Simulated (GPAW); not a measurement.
**InSe (R3m): G0W0 with GPAW, start to end**

Aim: the G0W0 gap of InSe (R3m) on LDA, step by step.

Program: GPAW 26.7.0. Level of theory: LDA and many-body steps on it, plane waves. Results are calculated unless marked as measured.

## 1. Set-up

The structure is trigonal, space group R3m (No. 160). The conventional cell has a = 4.000 Å, b = 4.000 Å, c = 24.950 Å, α = 90.00°, β = 90.00°, γ = 120.00°. Nearest to In lie 3 Se at 2.64 Å and 1 In at 2.80 Å. Se has 3 In at 2.64 Å nearest. Se has 3 In at 2.64 Å nearest. Farther neighbours and most contacts between anions are not listed.

The cell and positions come from the Crystallography Open Database and are kept as given unless a step says otherwise.

## 2. Ground state

This step: GPAW 26.7.0; DFT, LDA, plane waves, PAW.

The ground-state density comes first.

run.py reads:

```python
import json
import numpy as np
from gpaw.mpi import world
from ase import Atoms
from gpaw import GPAW, PW, FermiDirac

atoms = Atoms(['In', 'In', 'Se', 'Se'],
    cell=[[2.0000000000, 1.1547005384, 8.3166666667],
      [-2.0000000000, 1.1547005384, 8.3166666667],
      [0.0000000000, -2.3094010768, 8.3166666667]],
    scaled_positions=[[0.0000000000, 0.0000000000, 0.0000000000],
      [0.1122000000, 0.1122000000, 0.1122000000],
      [0.6155000000, 0.6155000000, 0.6155000000],
      [0.8300000000, 0.8300000000, 0.8300000000]],
    pbc=(True, True, True))
calc = GPAW(mode=PW(450),
    xc='LDA',
    kpts={'size': (8, 8, 8), 'gamma': True},
    occupations=FermiDirac(0.001),
    nbands=-8,
    convergence={'density': 1e-6, 'bands': -3},
    maxiter=100,
    txt='gs.txt')
atoms.calc = calc
res = {'energy': atoms.get_potential_energy()}
kpts = calc.get_ibz_k_points()
res['kpts'] = kpts
res['eigenvalues'] = [calc.get_eigenvalues(kpt=k) for k in range(len(kpts))]
res['n_electrons'] = calc.get_number_of_electrons()
calc.write('gs.gpw')

if world.rank == 0:
    with open('result.json', 'w') as f:
        json.dump(res, f, default=lambda x: x.tolist())
```

On the command line:

```bash
mpirun -n 4 gpaw python run.py
```

Numbers of over 12 decimals in the logs are rounded to 6 here.

The program printed:

```text
__  _  _
 | _ |_)|_||  |
 |__||  | ||/\| - 26.7.0

Input parameters:
  mode=PW(ecut=450.000000),
  convergence={'density': 1e-06, 'bands': -3},
  kpts=MonkhorstPack(size=(8, 8, 8), gamma=True),
  maxiter=100,
  nbands=-8,
  occupations=Occupations(name='fermi-dirac', width=0.001, fixmagmom=False),
  xc=XC(name='LDA')
  [... matrices ...]
Diagonalizing LCAO Hamiltonian
Converting LCAO to pw mode

       Se

       Se

       In

       In

Atoms  # Å, Bohr magnetons
|   | symbol |        x |         y |         z |    initial magnetic moments |
| 0 |     In | 0.000000 |  0.000000 |  0.000000 | ( 0.0000,  0.0000,  0.0000) |
| 1 |     In | 0.000000 | -0.000000 |  2.799390 | ( 0.0000,  0.0000,  0.0000) |
| 2 |     Se | 0.000000 |  0.000000 | 15.356725 | ( 0.0000,  0.0000,  0.0000) |
| 3 |     Se | 0.000000 | -0.000000 | 20.708500 | ( 0.0000,  0.0000,  0.0000) |

Unit cell  # Å
| periodic |         x |         y |        z |  lengths |    angles |
|      yes |  2.000000 |  1.154701 | 8.316667 | 8.631354 | 26.795929 |
|      yes | -2.000000 |  1.154701 | 8.316667 | 8.631354 | 26.795929 |
|      yes |  0.000000 | -2.309401 | 8.316667 | 8.631354 | 26.795929 |

Number of symmetries: 6
Symmetry operations  # r_c * U_cc + t_c -> r_c
|   | kind |            matrix            |
| 0 |  E   |  1, 0, 0,  0, 1, 0,  0, 0, 1 |
| 1 |  σ   |  1, 0, 0,  0, 0, 1,  0, 1, 0 |
| 2 |  σ   |  0, 1, 0,  1, 0, 0,  0, 0, 1 |
| 3 |  C3  |  0, 1, 0,  0, 0, 1,  1, 0, 0 |
| 4 |  C3  |  0, 0, 1,  1, 0, 0,  0, 1, 0 |
| 5 |  σ   |  0, 0, 1,  0, 1, 0,  1, 0, 0 |

BZ-sampling:
  Number of BZ points: 512
  Number of IBZ points: 65

  Monkhorst-Pack size: [8, 8, 8]
  Monkhorst-Pack shift: [0.0625, 0.0625, 0.0625]

K-points  # in reciprocal-cell coordinates
|     |                                coordinates |     weight |
|   0 | (  0.00000000,   0.00000000,   0.00000000) | 0.00195312 |
|   1 | (  0.12500000,   0.00000000,  -0.12500000) | 0.01171875 |
|   2 | (  0.12500000,   0.00000000,   0.00000000) | 0.01171875 |
|   3 | (  0.12500000,   0.12500000,  -0.12500000) | 0.01171875 |
|   4 | (  0.12500000,   0.12500000,   0.00000000) | 0.01171875 |
|   5 | (  0.12500000,   0.12500000,   0.12500000) | 0.00390625 |
|   6 | (  0.25000000,  -0.12500000,  -0.12500000) | 0.01171875 |
|   7 | (  0.25000000,   0.00000000,  -0.25000000) | 0.01171875 |
|   8 | (  0.25000000,   0.00000000,  -0.12500000) | 0.02343750 |
|   9 | (  0.25000000,   0.00000000,   0.00000000) | 0.01171875 |
| ... |                                            |            |
|  64 | (  0.50000000,   0.50000000,   0.50000000) | 0.00195312 |

Plane wave coefficients: 2516
Cutoff: 450.000000 eV

Spin-components: 1 (collinear spins)
Bands:           27
Projectors:      22
Spin-degeneracy: 2
Datatype:        complex128

  Storage: CPU
  Wave functions: 69_385_680 bytes (17_346_420 per core)
  Projectors: 61_676_160 bytes (15_419_040 per core)
  [... matrices ...]
Parallelization:
  kpt:    4
  domain: 1
  band:   1

Density:
  Valence electrons: 38.0
  Components: 1
  Grid points: [45 45 45]
  Charge: 0.0  # |e|

Potential:
  Grid points: [45 45 45]

species:
  In:
    name:    Indium
    Z:       49.0
    valence: 13
    core:    36
    charge:  0.0  # [|e|]
    compensation charges:
      type: gauss
      rc: 0.36  # [Å]
      lmax: 2
    cutoffs:
      filter: 2.09  # [Å]
      core: 2.48  # [Å]
    projectors
    | kind |    occ | energy [eV] | rcut [Å] |
    |   5s |  2.000 |      -8.474 |    1.185 |
    |   5p |  1.000 |      -2.700 |    1.244 |
    |   4d | 10.000 |     -18.723 |    1.148 |
    |    s |        |      18.738 |    1.185 |
    |    p |        |      24.512 |    1.244 |
    |    d |        |       8.489 |    1.148 |

    Using partial waves for In as LCAO basis

  Se:
    name:    Selenium
    Z:       34.0
    valence: 6
    core:    28
    charge:  0.0  # [|e|]
    compensation charges:
      type: gauss
      rc: 0.27  # [Å]
      lmax: 2
    cutoffs:
      filter: 1.77  # [Å]
      core: 2.67  # [Å]
    projectors
    | kind |    occ | energy [eV] | rcut [Å] |
    |   4s |  2.000 |     -17.472 |    0.847 |
    |   4p |  4.000 |      -6.656 |    1.005 |
    |    s |        |       9.739 |    0.847 |
    |    p |        |      20.555 |    1.005 |
    |    d |        |       0.000 |    0.847 |

    Using partial waves for Se as LCAO basis

Reference energy: -451702.928124  # eV

eigensolver:
  PPCG
  Converge bands: -3
  niter=2

density mixing:
  MSR1-Mixer
  Pratt-step length: 0.05
  Maximum mixing coefficient: 0.75
  Old densities: 10
  SVD Regularization: 0.005
  Good broyden scale: 1.0
  Trust region scale: 1.0
  Backstep threshold: 4.0
  History deletion threshold: 6.0
  Fourier metric: weight=20.0, sigma=0.015

occupation numbers:
  Fermi-Dirac:
    width: 0.0010  # eV

poisson solver:
  ecut: 3600.000000  # eV

xc functional:
  name: None

Initialization done in: 3.571 s

convergence criteria:
- Maximum integral of absolute [dens]ity change: 1e-06 electrons / valence electron
- Maximum [total energy] change in last 3 cyles: 0.0005 eV / valence electron
- Maximum integral of absolute [eigenst]ate change: 4e-08 eV^2 / valence electron
maximum number of iterations: 100

SCF iterations
|iter     |     time |      energy | eigst |  dens |
|iter:   1|  |  -17.415155 | +0.45 |       |
|iter:   2|  |  -17.327072 | -1.23 | -1.25 |
|iter:   3|  |  -17.058934 | -1.79 | -1.30 |
|iter:   4|  |  -17.017737 | -1.97 | -1.69 |
|iter:   5|  |  -17.016692 | -3.20 | -2.23 |
|iter:   6|  |  -17.015704c| -3.53 | -2.55 |
|iter:   7|  |  -17.015712c| -5.21 | -3.27 |
|iter:   8|  |  -17.015713c| -6.53 | -3.94 |
|iter:   9|  |  -17.015713c| -7.45c| -4.61 |
|iter:  10|  |  -17.015713c| -7.75c| -5.09 |
|iter:  11|  |  -17.015713c| -8.19c| -5.51 |
|iter:  12|  |  -17.015713c| -8.65c| -5.98 |
|iter:  13|  |  -17.015713c| -9.01c| -6.48c|

Converged in 13 steps
SCF loop duration: 81.978 s (6.306 s/step)
Energy contributions relative to reference atoms: (reference = -451702.928124)
  [... matrices ...]
Energy contributions:
  Kinetic:          38.444206
  Coulomb:         -36.595833
  Zero:              0.306124
  External:          0.000000
  Xc:              -19.170210
  Entropy:          -0.000000
  Spinorbit:         0.000000
  ----------------------------
  Free energy:     -17.015713
  Extrapolated:    -17.015713

dipole moment: (-0.000000, 0.000000, -100.819748)  # |e|*Ang

Fermi level: 4.592
Eigenvalues  # (at kpt = [0.000, 0.000, 0.000])
| band index |      eig [eV] | occ [0-2] |
|          0 |       -10.116 |     2.000 |
|        ... |               |           |
|         11 |        -8.630 |     2.000 |
|         12 |        -1.901 |     2.000 |
|         13 |         1.059 |     2.000 |
|         14 |         2.897 |     2.000 |
|         15 |         3.208 |     2.000 |
|         16 |         3.208 |     2.000 |
|         17 |         3.339 |     2.000 |
|         18 |         3.339 |     2.000 |
|         19 |         6.183 |     0.000 |
|         20 |         6.458 |     0.000 |
|         21 |         8.813 |     0.000 |
|         22 |         8.813 |     0.000 |
|         23 |         9.561 |     0.000 |
|         24 |         9.903 |     0.000 |
|         25 |         9.903 |     0.000 |
|         26 |        12.020 |     0.000 |

Gap: 0.169 eV
Transition (v -> c):
  (s=0, k=64, n=18, [0.50, 0.50, 0.50]) -> (s=0, k=64, n=19, [0.50, 0.50, 0.50])
No difference between direct/indirect transitions
# Writing to gs.gpw (mode='')
  [... matrices ...]
```

Wall time 87 s (4 MPI ranks of Arm Neoverse V1, shared host); peak memory 1.2 GiB; 5.8 min of CPU time.

Numbers from this step:

* total energy: -17.02 eV
* gap: 0.1694 eV
* k of the valence top: 0.5, 0.5, 0.5
* k of the conduction bottom: 0.5, 0.5, 0.5
* least direct gap: 0.1694 eV

The gap is direct, at (0.500, 0.500, 0.500).

## 3. Bands along the symmetry lines

Levels along a band path, at the cheap level, show where the edges lie and whether the meshes to come will hold them.

run.py reads:

```python
import json
import numpy as np
from gpaw.mpi import world
from gpaw import GPAW

path = [[0.000000, 0.000000, 0.000000],
    [-0.062500, -0.062500, -0.062500],
    [-0.125000, -0.125000, -0.125000],
    [-0.187500, -0.187500, -0.187500],
    [-0.250000, -0.250000, -0.250000],
    [-0.312500, -0.312500, -0.312500],
    [-0.375000, -0.375000, -0.375000],
    [-0.437500, -0.437500, -0.437500],
    [-0.500000, -0.500000, -0.500000],
    [-0.500000, -0.459940, -0.540060],
    [-0.500000, -0.419880, -0.580120],
    [-0.500000, -0.379819, -0.620181],
    [-0.500000, -0.339759, -0.660241],
    [-0.500000, -0.299699, -0.700301],
    [-0.500000, -0.259639, -0.740361],
    [-0.500000, -0.219578, -0.780422],
    [-0.500000, -0.179518, -0.820482],
    [-0.179518, 0.179518, -0.500000],
    [-0.157078, 0.157078, -0.500000],
    [-0.134639, 0.134639, -0.500000],
    [-0.112199, 0.112199, -0.500000],
    [-0.089759, 0.089759, -0.500000],
    [-0.067319, 0.067319, -0.500000],
    [-0.044880, 0.044880, -0.500000],
    [-0.022440, 0.022440, -0.500000],
    [0.000000, 0.000000, -0.500000],
    [0.000000, 0.000000, -0.437500],
    [0.000000, 0.000000, -0.375000],
    [0.000000, 0.000000, -0.312500],
    [0.000000, 0.000000, -0.250000],
    [0.000000, 0.000000, -0.187500],
    [0.000000, 0.000000, -0.125000],
    [0.000000, 0.000000, -0.062500],
    [0.000000, 0.000000, 0.000000],
    [0.000000, 0.042470, -0.042470],
    [0.000000, 0.084940, -0.084940],
    [0.000000, 0.127410, -0.127410],
    [0.000000, 0.169880, -0.169880],
    [0.000000, 0.212349, -0.212349],
    [0.000000, 0.254819, -0.254819],
    [0.000000, 0.297289, -0.297289],
    [0.000000, 0.339759, -0.339759],
    [-0.339759, 0.000000, -0.660241],
    [-0.359789, 0.000000, -0.640211],
    [-0.379819, 0.000000, -0.620181],
    [-0.399849, 0.000000, -0.600151],
    [-0.419880, 0.000000, -0.580120],
    [-0.439910, 0.000000, -0.560090],
    [-0.459940, 0.000000, -0.540060],
    [-0.479970, 0.000000, -0.520030],
    [-0.500000, 0.000000, -0.500000],
    [-0.437500, 0.000000, -0.437500],
    [-0.375000, 0.000000, -0.375000],
    [-0.312500, 0.000000, -0.312500],
    [-0.250000, 0.000000, -0.250000],
    [-0.187500, 0.000000, -0.187500],
    [-0.125000, 0.000000, -0.125000],
    [-0.062500, 0.000000, -0.062500],
    [0.000000, 0.000000, 0.000000]]
calc = GPAW('gs.gpw').fixed_density(kpts=path,
    symmetry='off',
    nbands=29,
    convergence={'bands': 25},
    txt='bands.txt')
res = {}
kpts = calc.get_ibz_k_points()
res['kpts'] = kpts
res['eigenvalues'] = [calc.get_eigenvalues(kpt=k) for k in range(len(kpts))]
res['n_electrons'] = calc.get_number_of_electrons()

if world.rank == 0:
    with open('result.json', 'w') as f:
        json.dump(res, f, default=lambda x: x.tolist())
```

On the command line:

```bash
mpirun -n 4 gpaw python run.py
```

The program printed:

```text
Diagonalizing LCAO Hamiltonian
Converting LCAO to pw mode
convergence criteria:
- Maximum integral of absolute [eigenst]ate change: 4e-08 eV^2 / valence electron
maximum number of iterations: 100

SCF iterations
|iter     |     time |      energy | eigst |  dens |
|iter:   1|  |             | +0.50 |       |
|iter:   2|  |             | -1.18 |       |
|iter:   3|  |             | -2.12 |       |
[...]
|iter:   7|  |             | -6.02 |       |
|iter:   8|  |             | -6.96 |       |
|iter:   9|  |             | -7.70c|       |
SCF steps: 9
  __  _  _
 | _ |_)|_||  |
 |__||  | ||/\| - 26.7.0

Input parameters:
  mode=PW(ecut=450.000000),
  convergence={'bands': 25},
  gpts=array([45, 45, 45]),
  kpts=KPoints(kpts=array([[ 0.      ,  0.      ,  0.      ],
         [-0.0625  , -0.0625  , -0.0625  ],
         [-0.125   , -0.125   , -0.125   ],
         [-0.1875  , -0.1875  , -0.1875  ],
[...]
[-0.5     , -0.379819, -0.620181],
         [-0.5     , -0.339759, -0.660241],
         [-0.5     , -0.299699, -0.700301],
         [-0.5     , -0.259639, -0.740361],
         [-0.5     , -0.219578, -0.780422],
         [-0.5     , -0.179518, -0.820482],
         [-0.179518,  0.179518, -0.5     ],
         [-0.157078,  0.157078, -0.5     ],
         [-0.134639,  0.134639, -0.5     ],
         [-0.112199,  0.112199, -0.5     ],
         [-0.089759,  0.089759, -0.5     ],
         [-0.067319,  0.067319, -0.5     ],
[...]
[ 0.      ,  0.      , -0.5     ],
         [ 0.      ,  0.      , -0.4375  ],
         [ 0.      ,  0.      , -0.375   ],
[...]
[ 0.      ,  0.12741 , -0.12741 ],
         [ 0.      ,  0.16988 , -0.16988 ],
         [ 0.      ,  0.212349, -0.212349],
         [ 0.      ,  0.254819, -0.254819],
         [ 0.      ,  0.297289, -0.297289],
         [ 0.      ,  0.339759, -0.339759],
         [-0.339759,  0.      , -0.660241],
         [-0.359789,  0.      , -0.640211],
         [-0.379819,  0.      , -0.620181],
         [-0.399849,  0.      , -0.600151],
[...]
[-0.125   ,  0.      , -0.125   ],
         [-0.0625  ,  0.      , -0.0625  ],
         [ 0.      ,  0.      ,  0.      ]])),
  maxiter=100,
  nbands=29,
  occupations=Occupations(name='fermi-dirac', width=0.001, fixmagmom=False),
  parallel={},
  symmetry=Symmetry(point_group=False, time_reversal=False),
  xc=XC(name='LDA')
  [... matrices ...]
timing:  # [seconds]
  Total: 0.025  # ━━━━━━━━━━━━━━━━━━━━━━━━━━━━━━━━━━━━━━━━━━━━━━━━━━━━━━━━━━━
```

Wall time 58 s (4 MPI ranks); peak memory 1.2 GiB; 3.9 min of CPU time.

This step gave:

```
gap                        : 0.1694 eV
k of the valence top       : -0.5, -0.5, -0.5
k of the conduction bottom : -0.5, -0.5, -0.5
least direct gap           : 0.1694 eV
```

The gap is 0.169 eV, as in the run before at this level.

The electronic bands at the labelled points (eV, zero at the top of the highest filled band):

```
     point  band 16  band 17  band 18  band 19  band 20  band 21  band 22  band 23
         Γ    -1.36    -1.36    -1.23    -1.23     1.61     1.89     4.24     4.24
   halfway    -1.40    -1.18    -1.18    -1.02     1.09     1.96     4.19     4.19
         T    -1.43    -1.15    -1.15     0.00     0.17     1.97     4.14     4.14
   halfway    -2.95    -2.50    -2.11    -0.73     2.23     2.62     3.87     4.27
        H2    -3.75    -2.60    -2.32    -1.83     1.58     2.31     3.24     4.29
jump to H0    -3.75    -2.60    -2.32    -1.83     1.58     2.31     3.24     4.29
   halfway    -3.41    -3.00    -2.20    -1.58     1.78     2.21     3.24     4.21
         L    -2.50    -2.42    -2.26    -1.73     1.02     1.85     3.52     3.88
   halfway    -2.03    -1.97    -1.78    -1.08     1.84     2.03     3.88     4.10
         Γ    -1.36    -1.36    -1.23    -1.23     1.61     1.89     4.24     4.24
   halfway    -2.46    -2.45    -1.79    -1.04     1.98     2.40     3.39     4.41
        S0    -3.77    -2.64    -2.29    -1.79     1.65     2.19     3.29     4.25
jump to S2    -3.77    -2.64    -2.29    -1.79     1.65     2.19     3.29     4.25
   halfway    -2.96    -2.69    -2.53    -1.65     1.54     1.95     3.53     4.09
         F    -2.75    -2.59    -2.06    -1.57     0.95     1.88     3.15     3.44
   halfway    -2.18    -2.06    -1.67    -0.84     1.61     2.07     3.93     4.23
         Γ    -1.36    -1.36    -1.23    -1.23     1.61     1.89     4.24     4.24
```

## 4. Empty states on the mesh, 4×4×4 mesh, 271 bands

The sums over transitions need many empty states on a uniform mesh; this step solves for them.

run.py reads:

```python
import json
import numpy as np
from gpaw.mpi import world
from gpaw import GPAW

calc = GPAW('gs.gpw').fixed_density(kpts={'size': (4, 4, 4), 'gamma': True},
    parallel={'domain': 1, 'band': 1},
    txt='nscf.txt')
calc.diagonalize_full_hamiltonian(nbands=271)
calc.write('full.gpw', mode='all')
res = {}
kpts = calc.get_ibz_k_points()
res['kpts'] = kpts
res['eigenvalues'] = [calc.get_eigenvalues(kpt=k) for k in range(len(kpts))]
res['n_electrons'] = calc.get_number_of_electrons()

if world.rank == 0:
    with open('result.json', 'w') as f:
        json.dump(res, f, default=lambda x: x.tolist())
```

On the command line:

```bash
mpirun -n 4 gpaw python run.py
```

The program printed:

```text
Diagonalizing LCAO Hamiltonian
Converting LCAO to pw mode
convergence criteria:
- Maximum integral of absolute [eigenst]ate change: 4e-08 eV^2 / valence electron
maximum number of iterations: 100

SCF iterations
|iter     |     time |      energy | eigst |  dens |
|iter:   1|  |             | +0.39 |       |
|iter:   2|  |             | -1.36 |       |
|iter:   3|  |             | -2.49 |       |
|iter:   4|  |             | -3.57 |       |
|iter:   5|  |             | -4.50 |       |
|iter:   6|  |             | -5.56 |       |
|iter:   7|  |             | -6.54 |       |
|iter:   8|  |             | -7.44c|       |
SCF steps: 8
  __  _  _
 | _ |_)|_||  |
 |__||  | ||/\| - 26.7.0

Input parameters:
  mode=PW(ecut=450.000000),
  convergence={'density': 1e-06, 'bands': -3},
  gpts=array([45, 45, 45]),
  kpts=MonkhorstPack(size=(4, 4, 4), gamma=True),
  maxiter=100,
  nbands=27,
  occupations=Occupations(name='fermi-dirac', width=0.001, fixmagmom=False),
  parallel={'domain': 1, 'band': 1},
  xc=XC(name='LDA')
Matrix size: 2497x2497
# Writing to full.gpw (mode='all')
  [... matrices ...]

timing:  # [seconds]
  Total: 79.567  # ━━━━━━━━━━━━━━━━━━━━━━━━━━━━━━━━━━━━━━━━━━━━━━━━━━━━━━━━━━
```

Elapsed: 95 s, on 4 MPI ranks; peak memory 3 GiB; 6.3 min of CPU time.

This step gave:

| Property | Result |
| --- | --- |
| gap | 0.1694 eV |
| k of the valence top | 0.5, 0.5, 0.5 |
| k of the conduction bottom | 0.5, 0.5, 0.5 |
| least direct gap | 0.1694 eV |
| k points computed | 13 |
| lowest point of the top converged band, above the valence top | 87.7291 eV |

On this mesh the gap is 0.169 eV.

(Part 1 of 2 ends here.)

[Paths, hosts, dates, memory and timing lines, banners, echoed tables and standing remarks are left out of the program output.]

[Logs are printed without paths, hosts, clocks, repeated set-up lines and the standing remarks that a program may print on its own settings, such as how far it seeks lower states.]

[Runs of the session that timed out or met a known fault of the program may be left out.]

[Hosts, paths, dates, database ids (printed as entryN), source tags and the programs' standing remarks are cut or masked in the printed files.]
